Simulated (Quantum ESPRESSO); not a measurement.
# Magnetic state of CsNiCl3 from several starts

Wanted: the moments of CsNiCl3 and the energy of each order that was tried.

Calculated with Quantum ESPRESSO 7.5; LDA with U = 6 eV on Ni d (ortho-atomic projectors); plane waves with GBRV 1.5 LDA potentials, no spin-orbit coupling.

**1. The structure**

Symmetry: P6_3/mmc, No. 194, hexagonal system. The conventional cell has a = 7.118 Å, b = 7.118 Å, c = 5.909 Å, α = 90.00°, β = 90.00°, γ = 120.00°. Nearest to Cs lie 12 Cl at 3.56 to 3.69 Å. Nearest to Ni lie 6 Cl at 2.41 Å. Nearest to Cl lie 2 Ni at 2.41 Å and 4 Cs at 3.56 to 3.69 Å. Farther neighbours and most contacts between anions are not listed.

The cell comes from the Crystallography Open Database.

**2. Start 1: ferro ++**

The signs are those of the starting moments on the seeded atoms, the atoms that are given a moment.

pw.in reads:

```
&CONTROL
  calculation = 'scf'
  prefix = 'pwscf'
  outdir = './tmp'
  pseudo_dir = './pseudo'
  disk_io = 'nowf'
/
&SYSTEM
  ibrav = 0
  celldm(1) = 8
  nat = 10
  ntyp = 3
  ecutwfc = 40
  ecutrho = 280
  nbnd = 64
  occupations = 'smearing'
  smearing = 'fd'
  degauss = 0.00367493
  nspin = 2
  starting_magnetization(1) = 0
  starting_magnetization(2) = 0.1111
  starting_magnetization(3) = 0
/
&ELECTRONS
  conv_thr = 2d-08
  electron_maxstep = 150
  mixing_beta = 0.3
/
ATOMIC_SPECIES
Cs    132.9055 cs_lda_v1.uspp.F.UPF
Ni     58.6934 ni_lda_v1.4.uspp.F.UPF
Cl     35.4500 cl_lda_v1.4.uspp.F.UPF
CELL_PARAMETERS alat
   1.6815019272686    0.0000000000000    0.0000000000000
  -0.8407509636343    1.4562233855177    0.0000000000000
   0.0000000000000    0.0000000000000    1.3956808509189
ATOMIC_POSITIONS crystal
Cs      0.3333333333    0.6666666667    0.7500000000
Cs      0.6666666667    0.3333333333    0.2500000000
Ni      0.0000000000    0.0000000000    0.0000000000
Ni      0.0000000000    0.0000000000    0.5000000000
Cl      0.1543200000    0.3086400000    0.2500000000
Cl      0.8456800000    0.1543200000    0.7500000000
Cl      0.6913600000    0.8456800000    0.2500000000
Cl      0.8456800000    0.6913600000    0.7500000000
Cl      0.1543200000    0.8456800000    0.2500000000
Cl      0.3086400000    0.1543200000    0.7500000000
K_POINTS automatic
4 4 4 0 0 0
HUBBARD {ortho-atomic}
U Ni-3d 6.0000
```

On the command line:

```sh
$ OMP_NUM_THREADS=1 mpirun -n 4 pw.x -nk 4 -in pw.in > pw.out
```

What it wrote:

```text
Program PWSCF v.7.5 starts

     Message from routine setup:
     using ibrav=0 with symmetry is DISCOURAGED, use correct ibrav instead

     K-points division:     npool     =       4
     Subspace diagonalization in iterative solution of the eigenvalue problem:

     G-vector sticks info
     --------------------
     sticks:   dense  smooth     PW     G-vecs:    dense   smooth      PW
     Sum        3481    1993    559               138383    59757    8909

     Using Slab Decomposition

     bravais-lattice index     =            0
     lattice parameter (alat)  =       8.0000  a.u.
     unit-cell volume          =    1749.7720 (a.u.)^3
     number of atoms/cell      =           10
     number of atomic types    =            3
     number of electrons       =        96.00
     number of Kohn-Sham states=           64
     kinetic-energy cutoff     =      40.0000  Ry
     charge density cutoff     =     280.0000  Ry
     scf convergence threshold =      2.0E-08
     mixing beta               =       0.3000
     number of iterations used =            8  plain     mixing
     Exchange-correlation=  SLA  PZ   NOGX NOGC
                           (   1   1   0   0   0   0   0)
     Hubbard projectors: ortho-atomic
     Hubbard parameters of DFT+U (Dudarev formulation) in eV:
     U(Ni-3d) =  6.0000

     Internal variables: lda_plus_u =T, lda_plus_u_kind = 0

     Internal variables: orbital_resolved =F, hub_pot_fix =F, apply_U = F

     celldm(1)=   8.000000  celldm(2)=   0.000000  celldm(3)=   0.000000
     celldm(4)=   0.000000  celldm(5)=   0.000000  celldm(6)=   0.000000

     crystal axes: (cart. coord. in units of alat)
               a(1) = (   1.681502   0.000000   0.000000 )
               a(2) = (  -0.840751   1.456223   0.000000 )
               a(3) = (   0.000000   0.000000   1.395681 )

     reciprocal axes: (cart. coord. in units 2 pi/alat)
               b(1) = (  0.594706  0.343354 -0.000000 )
               b(2) = (  0.000000  0.686708  0.000000 )
               b(3) = (  0.000000 -0.000000  0.716496 )

     PseudoPot. # 1 for Cs read from file:
     cs_lda_v1.uspp.F.UPF
     Pseudo is Ultrasoft + core correction, Zval =  9.0
     Generated by new atomic code, or converted to UPF format
     Using radial grid of  905 points,  6 beta functions with:
                l(1) =   0
                l(2) =   0
                l(3) =   1
                l(4) =   1
                l(5) =   2
                l(6) =   2
     Q(r) pseudized with  6 coefficients,  rinner =    1.500   1.500   1.500
                                                       1.500   1.500

     PseudoPot. # 2 for Ni read from file:
     ni_lda_v1.4.uspp.F.UPF
     Pseudo is Ultrasoft + core correction, Zval = 18.0
     Generated by new atomic code, or converted to UPF format
     Using radial grid of  865 points,  6 beta functions with:
                l(1) =   0
                l(2) =   0
                l(3) =   1
                l(4) =   1
                l(5) =   2
                l(6) =   2
     Q(r) pseudized with 10 coefficients,  rinner =    0.980   0.980   0.980
                                                       0.980   0.980

     PseudoPot. # 3 for Cl read from file:
     cl_lda_v1.4.uspp.F.UPF
     Pseudo is Ultrasoft + core correction, Zval =  7.0
     Generated by new atomic code, or converted to UPF format
     Using radial grid of  909 points,  6 beta functions with:
                l(1) =   0
                l(2) =   0
                l(3) =   1
                l(4) =   1
                l(5) =   2
                l(6) =   2
     Q(r) pseudized with  8 coefficients,  rinner =    1.300   1.300   1.300
                                                       1.300   1.300

     atomic species   valence    mass     pseudopotential
     Cs                9.00   132.90550     Cs( 1.00)
     Ni               18.00    58.69340     Ni( 1.00)
     Cl                7.00    35.45000     Cl( 1.00)

     Starting magnetic structure
     atomic species   magnetization
     Cs              0.000
     Ni              0.111
     Cl              0.000

     24 Sym. Ops., with inversion, found (12 have fractional translation)

   Cartesian axes

     site n.     atom                  positions (alat units)
         1        Cs     tau(   1) = (  -0.0000000   0.9708156   1.0467606  )
         2        Cs     tau(   2) = (   0.8407510   0.4854078   0.3489202  )
         3        Ni     tau(   3) = (   0.0000000   0.0000000   0.0000000  )
         4        Ni     tau(   4) = (   0.0000000   0.0000000   0.6978404  )
         5        Cl     tau(   5) = (   0.0000000   0.4494488   0.3489202  )
         6        Cl     tau(   6) = (   1.2922679   0.2247244   1.0467606  )
         7        Cl     tau(   7) = (   0.4515169   1.2314990   0.3489202  )
         8        Cl     tau(   8) = (   0.8407510   1.0067746   1.0467606  )
         9        Cl     tau(   9) = (  -0.4515169   1.2314990   0.3489202  )
        10        Cl     tau(  10) = (   0.3892341   0.2247244   1.0467606  )

     number of k points=    12  Fermi-Dirac smearing, width (Ry)=  0.0037
                       cart. coord. in units 2pi/alat
        k(    1) = (   0.0000000   0.0000000   0.0000000), wk =   0.0156250
        k(    2) = (   0.0000000   0.0000000   0.1791240), wk =   0.0312500
        k(    3) = (   0.0000000   0.0000000  -0.3582481), wk =   0.0156250
        k(    4) = (   0.0000000   0.1716770   0.0000000), wk =   0.0937500
        k(    5) = (   0.0000000   0.1716770   0.1791240), wk =   0.1875000
        [... 7 further k-points ...]

     Dense  grid:   138383 G-vectors     FFT dimensions: (  72,  72,  60)

     Smooth grid:    59757 G-vectors     FFT dimensions: (  60,  60,  48)

     Check: negative core charge=   -0.000003
     Generating pointlists ...
     new r_m :   0.3471 (alat units)  2.7770 (a.u.) for type    1
     new r_m :   0.2347 (alat units)  1.8777 (a.u.) for type    2
     new r_m :   0.2347 (alat units)  1.8777 (a.u.) for type    3

     Initial potential from superposition of free atoms

     starting charge      91.9363, renormalised to      96.0000

     negative rho (up, down):  4.535E-02 4.535E-02

     STARTING HUBBARD OCCUPATIONS:

     =================== HUBBARD OCCUPATIONS ===================
     ------------------------ ATOM    3 ------------------------
     Tr[ns(  3)] (up, down, total) =   5.00000  3.00000  8.00000
     Atomic magnetic moment for atom   3 =   2.00000
     [... lines left out ...]
     ------------------------ ATOM    4 ------------------------
     Tr[ns(  4)] (up, down, total) =   5.00000  3.00000  8.00000
     Atomic magnetic moment for atom   4 =   2.00000
     [... lines left out ...]
     Number of occupied Hubbard levels =   16.0000

     Atomic wfc used for Hubbard projectors are orthogonalized

     Starting wfcs are   76 randomized atomic wfcs

     Self-consistent Calculation

     iteration #  1     ecut=    40.00 Ry     beta= 0.30
     Davidson diagonalization with overlap
     ethr =  1.00E-02,  avg # of iterations =  5.0

     =================== HUBBARD OCCUPATIONS ===================
     ------------------------ ATOM    3 ------------------------
     Tr[ns(  3)] (up, down, total) =   4.76842  2.77610  7.54453
     Atomic magnetic moment for atom   3 =   1.99232
     [... lines left out ...]
     ------------------------ ATOM    4 ------------------------
     Tr[ns(  4)] (up, down, total) =   4.76842  2.77610  7.54453
     Atomic magnetic moment for atom   4 =   1.99232
     [... lines left out ...]
     Number of occupied Hubbard levels =   15.0891

     negative rho (up, down):  4.446E-02 4.415E-02

     total energy              =   -1011.13050840 Ry
     estimated scf accuracy    <       8.17678821 Ry

     total magnetization       =     4.01 Bohr mag/cell
     absolute magnetization    =     4.66 Bohr mag/cell

     iteration #  2     ecut=    40.00 Ry     beta= 0.30
     Davidson diagonalization with overlap
     ethr =  8.52E-03,  avg # of iterations =  2.6

     negative rho (up, down):  4.379E-02 4.313E-02

     total energy              =   -1012.42257310 Ry
     estimated scf accuracy    <       2.25499666 Ry

     total magnetization       =     4.00 Bohr mag/cell
     absolute magnetization    =     4.04 Bohr mag/cell

     iteration #  3     ecut=    40.00 Ry     beta= 0.30
     Davidson diagonalization with overlap
     ethr =  2.35E-03,  avg # of iterations =  2.0

     negative rho (up, down):  4.325E-02 4.245E-02

     total energy              =   -1012.80024635 Ry
     estimated scf accuracy    <       0.28769404 Ry

     total magnetization       =     4.00 Bohr mag/cell
     absolute magnetization    =     4.13 Bohr mag/cell

     [... further iterations left out ...]

     iteration # 12     ecut=    40.00 Ry     beta= 0.30
     Davidson diagonalization with overlap
     ethr =  1.61E-09,  avg # of iterations =  5.8

     negative rho (up, down):  4.234E-02 4.123E-02

     total energy              =   -1012.83665439 Ry
     estimated scf accuracy    <       0.00000290 Ry

     total magnetization       =     4.00 Bohr mag/cell
     absolute magnetization    =     4.10 Bohr mag/cell

     iteration # 13     ecut=    40.00 Ry     beta= 0.30
     Davidson diagonalization with overlap
     ethr =  1.61E-09,  avg # of iterations =  2.2

     negative rho (up, down):  4.234E-02 4.123E-02

     total energy              =   -1012.83665489 Ry
     estimated scf accuracy    <       0.00000011 Ry

     total magnetization       =     4.00 Bohr mag/cell
     absolute magnetization    =     4.10 Bohr mag/cell

     iteration # 14     ecut=    40.00 Ry     beta= 0.30
     Davidson diagonalization with overlap
     ethr =  1.17E-10,  avg # of iterations =  3.0

     negative rho (up, down):  4.234E-02 4.123E-02

     total energy              =   -1012.83665501 Ry
     estimated scf accuracy    <       0.00000003 Ry

     total magnetization       =     4.00 Bohr mag/cell
     absolute magnetization    =     4.10 Bohr mag/cell

     iteration # 15     ecut=    40.00 Ry     beta= 0.30
     Davidson diagonalization with overlap
     ethr =  2.70E-11,  avg # of iterations =  2.6

     negative rho (up, down):  4.234E-02 4.123E-02

     Magnetic moment per site  (integrated on atomic sphere of radius R)
     atom   1 (R=0.347)  charge=  7.3876  magn=  0.0042
     atom   2 (R=0.347)  charge=  7.3876  magn=  0.0042
     atom   3 (R=0.235)  charge= 16.2347  magn=  1.6271
     atom   4 (R=0.235)  charge= 16.2347  magn=  1.6271
     atom   5 (R=0.235)  charge=  5.2437  magn=  0.0931
     atom   6 (R=0.235)  charge=  5.2437  magn=  0.0931
     atom   7 (R=0.235)  charge=  5.2437  magn=  0.0931
     atom   8 (R=0.235)  charge=  5.2437  magn=  0.0931
     atom   9 (R=0.235)  charge=  5.2437  magn=  0.0931
     atom  10 (R=0.235)  charge=  5.2437  magn=  0.0931

     End of self-consistent calculation

     =================== HUBBARD OCCUPATIONS ===================
     ------------------------ ATOM    3 ------------------------
     Tr[ns(  3)] (up, down, total) =   4.97123  3.35064  8.32187
     Atomic magnetic moment for atom   3 =   1.62059
     [... lines left out ...]
     ------------------------ ATOM    4 ------------------------
     Tr[ns(  4)] (up, down, total) =   4.97123  3.35064  8.32187
     Atomic magnetic moment for atom   4 =   1.62059
     [... lines left out ...]
     Number of occupied Hubbard levels =   16.6437

     [... lines left out ...]
     the Fermi energy is     4.8872 ev

!    total energy              =   -1012.83665503 Ry
     estimated scf accuracy    <          2.8E-09 Ry
     smearing contrib. (-TS)   =      -0.00000000 Ry
     internal energy E=F+TS    =   -1012.83665503 Ry

     The total energy is F=E-TS. E is the sum of the following terms:
     one-electron contribution =    -902.99903339 Ry
     hartree contribution      =     484.64652924 Ry
     xc contribution           =    -186.88205272 Ry
     ewald contribution        =    -407.76708713 Ry
     Hubbard energy            =       0.16498897 Ry

     total magnetization       =     4.00 Bohr mag/cell
     absolute magnetization    =     4.10 Bohr mag/cell

     convergence has been achieved in  15 iterations

=------------------------------------------------------------------------------=
   JOB DONE.
=------------------------------------------------------------------------------=
```

The job ended after 1.7 min (4 MPI ranks of Intel Xeon Platinum 8488C (Sapphire Rapids), shared host; peak memory 1.3 GiB; 7 min of CPU time).

Spin moment in the atom's sphere by atom:

```tsv
atom	spin moment in the atom's sphere (μB)
Cs1	0.00
Cs2	0.00
Ni3	1.63
Ni4	1.63
Cl5	0.09
Cl6	0.09
Cl7	0.09
Cl8	0.09
Cl9	0.09
Cl10	0.09
```

Read from the output:

```yaml
smearing_term_ts: 1.40e-11 eV
magnetization: 4 μB
absolute_magnetization: 4.099 μB
final_state: ferromagnetic
```

(Continued in part 2 of 2.)

[Logs and program files are shortened in this print: banners, set-up blocks, solver, clock and traceback lines can be left out without a mark of their own.]

[Logs are printed without paths, hosts, clocks, repeated set-up lines and the standing remarks that a program may print on its own settings, such as how far it seeks lower states.]

[Hosts, paths, dates, database ids (printed as entryN), source tags and the programs' standing remarks are cut or masked in the printed files.]

[Where a cell is said to come from a database of computed structures, the database is the Materials Project.]
